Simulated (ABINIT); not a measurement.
# Quasiparticle gap of Ga2O3 (R-3c) in ABINIT, part 2 of 3

Aim: the G0W0 gap of Ga2O3 (R-3c) on PBE, step by step.

ABINIT 10.8.3; PBE and many-body steps on it, plane waves. Known limits of the many-body steps: not at the basis limit; no spin-orbit coupling.

So far. Step 2 (Ground state): The gap is indirect, with the least direct gap 0.21 eV higher.

## Step 3: Bands along the symmetry lines

Level of this step: DFT, PBE, plane waves, norm-conserving pseudopotentials (ABINIT).

The cheap functional maps the bands first; the places of the edges decide which points the dearer methods must see.

run.abi

```
acell 3*1.0 Angstrom
rprim 
  2.498699193881 1.442624652211 4.483549768500
  -2.498699193881 1.442624652211 4.483549768500
  0.000000000000 -2.885249304422 4.483549768500
ntypat 2
znucl 31 8
natom 10
typat 1 1 1 1 2 2 2 2 2 2
xred 
  0.855585580000 0.855585580000 0.855585580000
  0.644414420000 0.644414420000 0.644414420000
  0.144414420000 0.144414420000 0.144414420000
  0.355585580000 0.355585580000 0.355585580000
  0.750000000000 0.446832820000 0.053167180000
  0.446832820000 0.053167180000 0.750000000000
  0.053167180000 0.750000000000 0.446832820000
  0.250000000000 0.553167180000 0.946832820000
  0.946832820000 0.250000000000 0.553167180000
  0.553167180000 0.946832820000 0.250000000000
pp_dirpath "pseudos"
pseudos "Ga.upf, O.upf"
ecut 45
iscf -2
irdden 1
kptopt 0
nkpt 31
kpt 
  0.00000000 0.00000000 0.00000000
  0.12500000 0.12500000 0.12500000
  0.25000000 0.25000000 0.25000000
  0.37500000 0.37500000 0.37500000
  0.50000000 0.50000000 0.50000000
  0.56607847 0.43392153 0.50000000
  0.63215694 0.36784306 0.50000000
  0.69823542 0.30176458 0.50000000
  0.76431389 0.23568611 0.50000000
  0.50000000 -0.23568611 0.23568611
  0.50000000 -0.17676458 0.17676458
  0.50000000 -0.11784306 0.11784306
  0.50000000 -0.05892153 0.05892153
  0.50000000 0.00000000 0.00000000
  0.37500000 0.00000000 0.00000000
  0.25000000 0.00000000 0.00000000
  0.12500000 0.00000000 0.00000000
  0.00000000 0.00000000 0.00000000
  0.09196076 -0.09196076 0.00000000
  0.18392153 -0.18392153 0.00000000
  0.27588229 -0.27588229 0.00000000
  0.36784305 -0.36784305 0.00000000
  0.63215695 0.00000000 0.36784305
  0.59911771 0.00000000 0.40088229
  0.56607848 0.00000000 0.43392153
  0.53303924 0.00000000 0.46696076
  0.50000000 0.00000000 0.50000000
  0.37500000 0.00000000 0.37500000
  0.25000000 0.00000000 0.25000000
  0.12500000 0.00000000 0.12500000
  0.00000000 0.00000000 0.00000000
istwfk *1
nband 67
nbdbuf 2
tolwfr 1e-08
nstep 40
prtwf 0
prtvol 0
indata_prefix "in"
outdata_prefix "out"
tmpdata_prefix "tmp"
```

Started as:

```console
OMP_NUM_THREADS=1 mpirun -n 8 abinit run.abi > log
```

Numbers of over 12 decimals in the logs are rounded to 6 here.

The log of the run:

```text
.Version 10.8.3 of ABINIT. v10.8.2 released Aug 2026.

 Symmetries : space group R-3 c (#167); Bravais hR (rhombohedral)
[... echo of the input left out ...]
== DATASET  1 ==================================================================
-   mpi_nproc: 8, omp_nthreads: 1 (-1 if OMP is not activated)

--- !DatasetInfo
iteration_state: {dtset: 1, }
dimensions: {natom: 10, nkpt: 31, mband: 67, nsppol: 1, nspinor: 1, nspden: 1, mpw: 9463, }
cutoff_energies: {ecut:  45.0, pawecutdg:  -1.0, }
electrons: {nelect:   1.20000000E+02, charge:   0.00000000E+00, occopt:   1.00000000E+00, tsmear:   1.00000000E-02, }

 Real(R)+Recip(G) space primitive vectors, cartesian coordinates (Bohr,Bohr^-1):
 R(1)=  4.7218571  2.7261655  8.4726811  G(1)=  0.1058905  0.0611359  0.0393421
 R(2)= -4.7218571  2.7261655  8.4726811  G(2)= -0.1058905  0.0611359  0.0393421
 R(3)=  0.0000000 -5.4523310  8.4726811  G(3)=  0.0000000 -0.1222719  0.0393421
 Unit cell volume ucvol=  6.5439078E+02 bohr^3
 Angles (23,13,12)=  5.58935053E+01  5.58935053E+01  5.58935053E+01 degrees

 getcut: wavevector=  0.0000  0.0000  0.0000  ngfft=  64  64  64
         ecut(hartree)=     45.000   => boxcut(ratio)=   2.10352

--- Pseudopotential description ------------------------------------------------
- Ga Generated using ONCVPSP code by D. R. Hamann
- 31.00000  21.00000  171031                  znucl, zion, pspdat
12 -101130 2 -1 1902                          pspcod,pspxc,lmax,lloc,mmax
     nproj     2     2     2
  pspatm : epsatm=   21.85474337
         --- l  ekb(1:nproj) -->
             0    4.962806   -1.220223
             1   -5.679278   -1.350476
             2  -10.596651   -3.839775
 pspatm: atomic psp has been read  and splines computed

- O Generated using ONCVPSP code by D. R. Hamann
-  8.00000   6.00000  171031                  znucl, zion, pspdat
12 -101130 2 -1 936                           pspcod,pspxc,lmax,lloc,mmax
     nproj     2     2     1
  pspatm : epsatm=    6.17005460
         --- l  ekb(1:nproj) -->
[...]
2   -1.331955
 pspatm: atomic psp has been read  and splines computed

--------------------------------------------------------------------------------

================================================================================
 prteigrs : about to open file out_EIG
 Non-SCF case, kpt    1 (  0.00000  0.00000  0.00000), residuals and eigenvalues=
  4.59E-09  3.73E-09  3.19E-09  3.45E-09  4.95E-09  6.09E-09  6.78E-09  4.28E-09
  4.46E-09  6.69E-09  4.83E-09  6.68E-09  3.07E-09  7.94E-09  4.91E-09  9.15E-09
  1.46E-09  5.39E-09  9.15E-09  2.35E-09  2.15E-09  8.00E-09  4.41E-09  4.77E-09
[...]
-4.9858E+00 -4.9858E+00 -4.9858E+00 -4.9858E+00 -3.1736E+00 -3.1736E+00
 -3.1735E+00 -3.1734E+00 -3.1727E+00 -3.1727E+00 -3.1727E+00 -3.1727E+00
 -3.1726E+00 -3.1726E+00 -3.1726E+00 -3.1726E+00 -4.8012E-01 -4.0802E-01
[...]
1.9533E-01  2.0292E-01  2.0310E-01  2.0310E-01  2.0569E-01  2.0569E-01
  3.1838E-01  4.6001E-01  4.6610E-01  5.4100E-01  5.8939E-01  5.8940E-01
  5.9276E-01

--- !ResultsGS
iteration_state: {dtset: 1, }
comment   : Summary of ground state results
lattice_vectors:
- [  4.7218571,   2.7261655,   8.4726811, ]
- [ -4.7218571,   2.7261655,   8.4726811, ]
- [  0.0000000,  -5.4523310,   8.4726811, ]
lattice_lengths: [  10.07543,   10.07543,   10.07543, ]
lattice_angles: [ 55.894,  55.894,  55.894, ] # degrees, (23, 13, 12)
lattice_volume:   6.5439078E+02
convergence: {deltae:  0.000E+00, res2:  0.000E+00, residm:  9.999E-09, diffor:  0.000E+00, }
etotal    :  -1.09291091E+03
entropy   :   0.00000000E+00
fermie    :   2.13395308E-01
cartesian_stress_tensor: null
pressure_GPa: null
xred      :
- [  8.5559E-01,   8.5559E-01,   8.5559E-01, Ga]
- [  6.4441E-01,   6.4441E-01,   6.4441E-01, Ga]
- [  1.4441E-01,   1.4441E-01,   1.4441E-01, Ga]
- [  3.5559E-01,   3.5559E-01,   3.5559E-01, Ga]
- [  7.5000E-01,   4.4683E-01,   5.3167E-02,  O]
- [  4.4683E-01,   5.3167E-02,   7.5000E-01,  O]
- [  5.3167E-02,   7.5000E-01,   4.4683E-01,  O]
- [  2.5000E-01,   5.5317E-01,   9.4683E-01,  O]
- [  9.4683E-01,   2.5000E-01,   5.5317E-01,  O]
- [  5.5317E-01,   9.4683E-01,   2.5000E-01,  O]
cartesian_forces: null
force_length_stats: {min: null, max: null, mean: null, }

 Integrated electronic density in atomic spheres:
 ------------------------------------------------
 Atom  Sphere_radius  Integrated_density
[...]
================================================================================

 ----iterations are completed or convergence reached----

 Mean square residual over all n,k,spin=   51.846E-10; max=  99.990E-10
 reduced coordinates (array xred) for   10 atoms
[...]
cartesian coordinates (angstrom) at end:
    1     -0.000000    -0.000000    11.508182
    2     -0.000000    -0.000000     8.667792
    3     -0.000000     0.000000     1.942468
[...]
9      1.741176     0.130555     7.846212
   10     -0.983652     1.442625     7.846212
 length scales=  1.889726125908  1.889726125908  1.889726125908 bohr
              =  1.000000000000  1.000000000000  1.000000000000 angstroms
 prteigrs : about to open file out_EIG
 Eigenvalues (hartree) for nkpt=  31  k points:
 kpt#   1, nband= 67, wtk=  1.00000, kpt=  0.0000  0.0000  0.0000 (reduced coord)
[...]
kpt#   2, nband= 67, wtk=  1.00000, kpt=  0.1250  0.1250  0.1250 (reduced coord)
[...]
kpt#   3, nband= 67, wtk=  1.00000, kpt=  0.2500  0.2500  0.2500 (reduced coord)
[...]
kpt#  30, nband= 67, wtk=  1.00000, kpt=  0.1250  0.0000  0.1250 (reduced coord)
[...]
0.56621    0.58959    0.59748
 kpt#  31, nband= 67, wtk=  1.00000, kpt=  0.0000  0.0000  0.0000 (reduced coord)
[...]
0.08382    0.08382    0.09496    0.17761    0.17761    0.19533    0.19533    0.20292
   0.20310    0.20310    0.20569    0.20569    0.31838    0.46001    0.46610    0.54100
   0.58939    0.58940    0.59276

== END DATASET(S) ==============================================================
================================================================================

 -outvars: echo values of variables after computation  --------
            nband          67
             nkpt          31
          spgroup         167
 [... the other variables as echoed above ...]

 Calculation completed.
```

Wall time 76 s (8 MPI ranks of Arm Neoverse V2, shared host); peak memory 1 GiB.

This step gave:

| Property | Result |
| --- | --- |
| gap | 2.820 eV |
| k of the valence top | 0.1839, -0.1839, 0 |
| k of the conduction bottom | 0, 0, 0 |
| least direct gap | 3.066 eV |

The gap is 2.820 eV, −0.037 eV from the run before at this level.

Electronic bands along the path, in eV, zero at the top of the highest filled band:

```tsv
point	band 57	band 58	band 59	band 60	band 61	band 62	band 63	band 64
Γ	-0.32	-0.32	-0.25	-0.25	2.82	6.67	6.84	8.88
halfway	-0.36	-0.36	-0.21	-0.21	4.14	6.72	6.83	8.95
T	-0.30	-0.30	-0.30	-0.30	5.86	5.86	7.86	7.86
halfway	-0.78	-0.78	-0.42	-0.42	6.38	6.38	7.80	7.80
H2	-0.57	-0.57	-0.33	-0.33	6.69	6.69	7.24	7.24
jump to H0	-0.57	-0.57	-0.33	-0.33	6.69	6.69	7.24	7.24
halfway	-0.56	-0.56	-0.23	-0.23	6.41	6.41	6.91	6.91
L	-0.97	-0.97	-0.15	-0.15	6.40	6.40	6.73	6.73
halfway	-0.61	-0.55	-0.19	-0.04	4.38	6.51	7.32	8.16
Γ	-0.32	-0.32	-0.25	-0.25	2.82	6.67	6.84	8.88
halfway	-0.63	-0.25	-0.23	0.00	4.86	6.36	7.36	7.89
S0	-0.61	-0.50	-0.48	-0.17	6.49	6.60	7.17	7.20
jump to S2	-0.61	-0.50	-0.48	-0.17	6.49	6.60	7.17	7.20
halfway	-0.76	-0.65	-0.31	-0.15	6.51	6.72	7.48	7.50
F	-0.85	-0.70	-0.25	-0.14	6.54	6.73	7.58	7.69
halfway	-0.64	-0.55	-0.28	-0.23	4.69	6.60	7.40	8.32
Γ	-0.32	-0.32	-0.25	-0.25	2.82	6.67	6.84	8.88
```

## Step 4: Empty states on the mesh, 4×4×4 mesh, 182 bands

The sums over transitions need many empty states on a uniform mesh; this step solves for them.

run.abi

```
acell 3*1.0 Angstrom
rprim 
  2.498699193881 1.442624652211 4.483549768500
  -2.498699193881 1.442624652211 4.483549768500
  0.000000000000 -2.885249304422 4.483549768500
ntypat 2
znucl 31 8
natom 10
typat 1 1 1 1 2 2 2 2 2 2
xred 
  0.855585580000 0.855585580000 0.855585580000
  0.644414420000 0.644414420000 0.644414420000
  0.144414420000 0.144414420000 0.144414420000
  0.355585580000 0.355585580000 0.355585580000
  0.750000000000 0.446832820000 0.053167180000
  0.446832820000 0.053167180000 0.750000000000
  0.053167180000 0.750000000000 0.446832820000
  0.250000000000 0.553167180000 0.946832820000
  0.946832820000 0.250000000000 0.553167180000
  0.553167180000 0.946832820000 0.250000000000
pp_dirpath "pseudos"
pseudos "Ga.upf, O.upf"
ecut 45
ngkpt 4 4 4
nshiftk 1
shiftk 0 0 0
kptopt 1
chksymbreak 0
iscf -2
irdden 1
istwfk *1
nband 182
nbdbuf 16
tolwfr 1e-09
nstep 60
prtvol 0
indata_prefix "in"
outdata_prefix "out"
tmpdata_prefix "tmp"
```

The log of the run:

```text
.Version 10.8.3 of ABINIT. v10.8.2 released Aug 2026.

 Symmetries : space group R-3 c (#167); Bravais hR (rhombohedral)
[... echo of the input left out ...]
== DATASET  1 ==================================================================
-   mpi_nproc: 8, omp_nthreads: 1 (-1 if OMP is not activated)
-    --> not optimal distribution: autoparal keyword recommended in input file <--

--- !DatasetInfo
iteration_state: {dtset: 1, }
dimensions: {natom: 10, nkpt: 13, mband: 182, nsppol: 1, nspinor: 1, nspden: 1, mpw: 9454, }
cutoff_energies: {ecut:  45.0, pawecutdg:  -1.0, }
electrons: {nelect:   1.20000000E+02, charge:   0.00000000E+00, occopt:   1.00000000E+00, tsmear:   1.00000000E-02, }

 Real(R)+Recip(G) space primitive vectors, cartesian coordinates (Bohr,Bohr^-1):
 R(1)=  4.7218571  2.7261655  8.4726811  G(1)=  0.1058905  0.0611359  0.0393421
 R(2)= -4.7218571  2.7261655  8.4726811  G(2)= -0.1058905  0.0611359  0.0393421
 R(3)=  0.0000000 -5.4523310  8.4726811  G(3)=  0.0000000 -0.1222719  0.0393421
 Unit cell volume ucvol=  6.5439078E+02 bohr^3
 Angles (23,13,12)=  5.58935053E+01  5.58935053E+01  5.58935053E+01 degrees

 getcut: wavevector=  0.0000  0.0000  0.0000  ngfft=  64  64  64
         ecut(hartree)=     45.000   => boxcut(ratio)=   2.10352

--- Pseudopotential description ------------------------------------------------
- Ga Generated using ONCVPSP code by D. R. Hamann
- 31.00000  21.00000  171031                  znucl, zion, pspdat
12 -101130 2 -1 1902                          pspcod,pspxc,lmax,lloc,mmax
     nproj     2     2     2
  pspatm : epsatm=   21.85474337
         --- l  ekb(1:nproj) -->
             0    4.962806   -1.220223
             1   -5.679278   -1.350476
             2  -10.596651   -3.839775
 pspatm: atomic psp has been read  and splines computed

- O Generated using ONCVPSP code by D. R. Hamann
-  8.00000   6.00000  171031                  znucl, zion, pspdat
12 -101130 2 -1 936                           pspcod,pspxc,lmax,lloc,mmax
     nproj     2     2     1
  pspatm : epsatm=    6.17005460
         --- l  ekb(1:nproj) -->
[...]
2   -1.331955
 pspatm: atomic psp has been read  and splines computed

--------------------------------------------------------------------------------

================================================================================
 prteigrs : about to open file out_EIG
 Non-SCF case, kpt    1 (  0.00000  0.00000  0.00000), residuals and eigenvalues=
  8.87E-10  9.35E-10  2.46E-10  8.68E-10  2.79E-10  3.23E-10  3.64E-10  2.53E-10
  2.48E-10  2.59E-10  2.07E-10  2.87E-10  3.17E-10  2.80E-10  3.25E-10  2.98E-10
  1.32E-10  1.66E-10  8.87E-10  5.77E-10  6.23E-10  8.29E-10  2.63E-10  2.23E-10
[...]
5.62E-06  9.44E-07  1.34E-05  1.28E-04  3.78E-04  7.30E-04
 -4.9858E+00 -4.9858E+00 -4.9858E+00 -4.9858E+00 -3.1736E+00 -3.1736E+00
 -3.1735E+00 -3.1734E+00 -3.1727E+00 -3.1727E+00 -3.1727E+00 -3.1727E+00
[...]
2.3608E+00  2.3863E+00  2.3863E+00  2.3867E+00  2.3867E+00  2.4372E+00
  2.4477E+00  2.4503E+00
 prteigrs : prtvol=0 or 1, do not print more k-points.

--- !ResultsGS
iteration_state: {dtset: 1, }
comment   : Summary of ground state results
lattice_vectors:
- [  4.7218571,   2.7261655,   8.4726811, ]
- [ -4.7218571,   2.7261655,   8.4726811, ]
- [  0.0000000,  -5.4523310,   8.4726811, ]
lattice_lengths: [  10.07543,   10.07543,   10.07543, ]
lattice_angles: [ 55.894,  55.894,  55.894, ] # degrees, (23, 13, 12)
lattice_volume:   6.5439078E+02
convergence: {deltae:  0.000E+00, res2:  0.000E+00, residm:  9.990E-10, diffor:  0.000E+00, }
etotal    :  -1.09291091E+03
entropy   :   0.00000000E+00
fermie    :   2.13395308E-01
cartesian_stress_tensor: null
pressure_GPa: null
xred      :
- [  8.5559E-01,   8.5559E-01,   8.5559E-01, Ga]
- [  6.4441E-01,   6.4441E-01,   6.4441E-01, Ga]
- [  1.4441E-01,   1.4441E-01,   1.4441E-01, Ga]
- [  3.5559E-01,   3.5559E-01,   3.5559E-01, Ga]
- [  7.5000E-01,   4.4683E-01,   5.3167E-02,  O]
- [  4.4683E-01,   5.3167E-02,   7.5000E-01,  O]
- [  5.3167E-02,   7.5000E-01,   4.4683E-01,  O]
- [  2.5000E-01,   5.5317E-01,   9.4683E-01,  O]
- [  9.4683E-01,   2.5000E-01,   5.5317E-01,  O]
- [  5.5317E-01,   9.4683E-01,   2.5000E-01,  O]
cartesian_forces: null
force_length_stats: {min: null, max: null, mean: null, }

 Integrated electronic density in atomic spheres:
 ------------------------------------------------
 Atom  Sphere_radius  Integrated_density
[...]
================================================================================

 ----iterations are completed or convergence reached----

 Mean square residual over all n,k,spin=   44.680E-11; max=  99.904E-11
 reduced coordinates (array xred) for   10 atoms
[...]
0.946832820000      0.250000000000      0.553167180000
       0.553167180000      0.946832820000      0.250000000000

 cartesian coordinates (angstrom) at end:
    1     -0.000000    -0.000000    11.508182
    2     -0.000000    -0.000000     8.667792
    3     -0.000000     0.000000     1.942468
[...]
9      1.741176     0.130555     7.846212
   10     -0.983652     1.442625     7.846212
 length scales=  1.889726125908  1.889726125908  1.889726125908 bohr
              =  1.000000000000  1.000000000000  1.000000000000 angstroms
 prteigrs : about to open file out_EIG
 Eigenvalues (hartree) for nkpt=  13  k points:
 kpt#   1, nband=182, wtk=  0.01563, kpt=  0.0000  0.0000  0.0000 (reduced coord)
[...]
2.15346    2.15689    2.22846    2.22846    2.23122    2.23772    2.24840    2.25553
   2.31951    2.32022    2.32022    2.32107    2.32107    2.32946    2.36085    2.38627
   2.38628    2.38672    2.38673    2.43723    2.44770    2.45034
 prteigrs : prtvol=0 or 1, do not print more k-points.

== END DATASET(S) ==============================================================
================================================================================

 -outvars: echo values of variables after computation  --------
            nband         182
             nkpt          13
          spgroup         167
 [... the other variables as echoed above ...]

 Calculation completed.
```

Run time: 1.9 min. Hardware: 8 MPI ranks; peak memory 1.2 GiB; 15 min of CPU time.

Numbers from this step:

- gap: 2.857 eV
- k of the valence top: 0.25, 0, 0
- k of the conduction bottom: 0, 0, 0
- least direct gap: 3.066 eV
- k points computed: 13
- lowest point of the top converged band, above the valence top: 55.0846 eV

On this mesh the gap is 2.857 eV.

## Step 5: Screening, 4×4×4 mesh, 166 bands, screening to 103.4 eV

The RPA dielectric matrix is built and inverted for each q.

This step: RPA screening on PBE, plane waves, norm-conserving pseudopotentials.

Changes to run.abi since step 4:

```diff
@@ -28,10 +28,11 @@
 chksymbreak 0
-iscf -2
-irdden 1
 istwfk *1
-nband 182
-nbdbuf 16
-tolwfr 1e-09
-nstep 60
-prtvol 0
+occopt 1
+irdwfk 1
+optdriver 3
+nband 166
+ecuteps 3.8
+inclvkb 2
+awtr 1
+symchi 1
 indata_prefix "in"
```

The log of the run:

```text
.Version 10.8.3 of ABINIT. v10.8.2 released Aug 2026.

 Symmetries : space group R-3 c (#167); Bravais hR (rhombohedral)
[... echo of the input left out ...]
== DATASET  1 ==================================================================
-   mpi_nproc: 8, omp_nthreads: 1 (-1 if OMP is not activated)

--- !DatasetInfo
iteration_state: {dtset: 1, }
dimensions: {natom: 10, nkpt: 13, mband: 166, nsppol: 1, nspinor: 1, nspden: 1, mpw: 9454, }
cutoff_energies: {ecut:  45.0, pawecutdg:  -1.0, }
electrons: {nelect:   1.20000000E+02, charge:   0.00000000E+00, occopt:   1.00000000E+00, tsmear:   1.00000000E-02, }

 SCREENING: Calculation of the susceptibility and dielectric matrices

 Based on a program developped by R.W. Godby, V. Olevano, G. Onida, and L. Reining.
 Incorporated in ABINIT by V. Olevano, G.-M. Rignanese, and M. Torrent.
.Using double precision arithmetic ; gwpc =  8

[... cell and pseudopotentials left out ...]
--------------------------------------------------------------------------------

 ==== K-mesh for the wavefunctions ====
 Number of points in the irreducible wedge :    13
[... list of points left out ...]
 Together with 12 symmetry operations and time-reversal symmetry
 yields    64 points in the full Brillouin Zone.

 ==== Q-mesh for the screening function ====
 Number of points in the irreducible wedge :    13
[... list of points left out ...]
 Together with 12 symmetry operations and time-reversal symmetry
 yields    64 points in the full Brillouin Zone.

 setmesh: FFT mesh size selected  =    40x   40x   40
          total number of points  =        64000

 vcoul_init : cutoff-mode = AUXILIARY_FUNCTION
 q-points for optical limit:   1
     1)      0.000010    0.000020    0.000030

- screening: taking advantage of time-reversal symmetry
- Maximum band index for partially occupied states nbvw = 60
- Remaining bands to be divided among processors   nbcw = 106
- Number of bands treated by each node ~13

 Number of electrons calculated from density =  120.0000; Expected =  120.0000
 average of density, n =  0.183377
 r_s =    1.0919
 omega_plasma =   41.3074 [eV]

 calculating chi0 at frequencies [eV] :
  1    0.000000E+00    0.000000E+00
  2    0.000000E+00    4.130738E+01

--------------------------------------------------------------------------------
  q-point number  1        q = ( 0.000000, 0.000000, 0.000000) [r.l.u.]
--------------------------------------------------------------------------------
[... chi0 elements left out ...]
 For q-point:  0.000010 0.000020 0.000030
  dielectric constant =   4.1610
  dielectric constant without local fields =   4.3380

  Average fulfillment of the sum rule on Im[epsilon] for q-point    1 :     31.03  [%]
[... wings left out ...]
  q-point number  2        q = ( 0.250000, 0.000000, 0.000000) [r.l.u.]
--------------------------------------------------------------------------------
[... chi0 elements left out ...]
  Average fulfillment of the sum rule on Im[epsilon] for q-point    2 :     37.08  [%]

 [... 11 further q-points ...]
```

Run time: 7.2 min. Hardware: 8 MPI ranks; peak memory 9.8 GiB.

This step gave:

```
ε∞ with local fields, on this mesh, along the program's q direction : 4.161
the same without local fields                                       : 4.338
plasma frequency                                                    : 41.31 eV
plane waves in the screening matrix                                 : 223
```

Local fields lower ε∞ by 4 %.

[end of part 2 of 3]

[Paths, hosts, dates, memory and timing lines, banners, echoed tables and standing remarks are left out of the program output.]

[Logs are printed without paths, hosts, clocks, repeated set-up lines and the standing remarks that a program may print on its own settings, such as how far it seeks lower states.]

[Runs of the session that timed out or met a known fault of the program may be left out.]

[Hosts, paths, dates, database ids (printed as entryN), source tags and the programs' standing remarks are cut or masked in the printed files.]

[G0W0 gaps are taken among the corrected bands and points alone; a level outside them can change the order at an edge.]

[Where Ansatz stands beside ABINIT at settings called matched, ABINIT's density can come from a denser mesh and the files from another edition; pairs whose starting gaps differed by over 0.03 eV were left out, so agreement reads better than it is.]
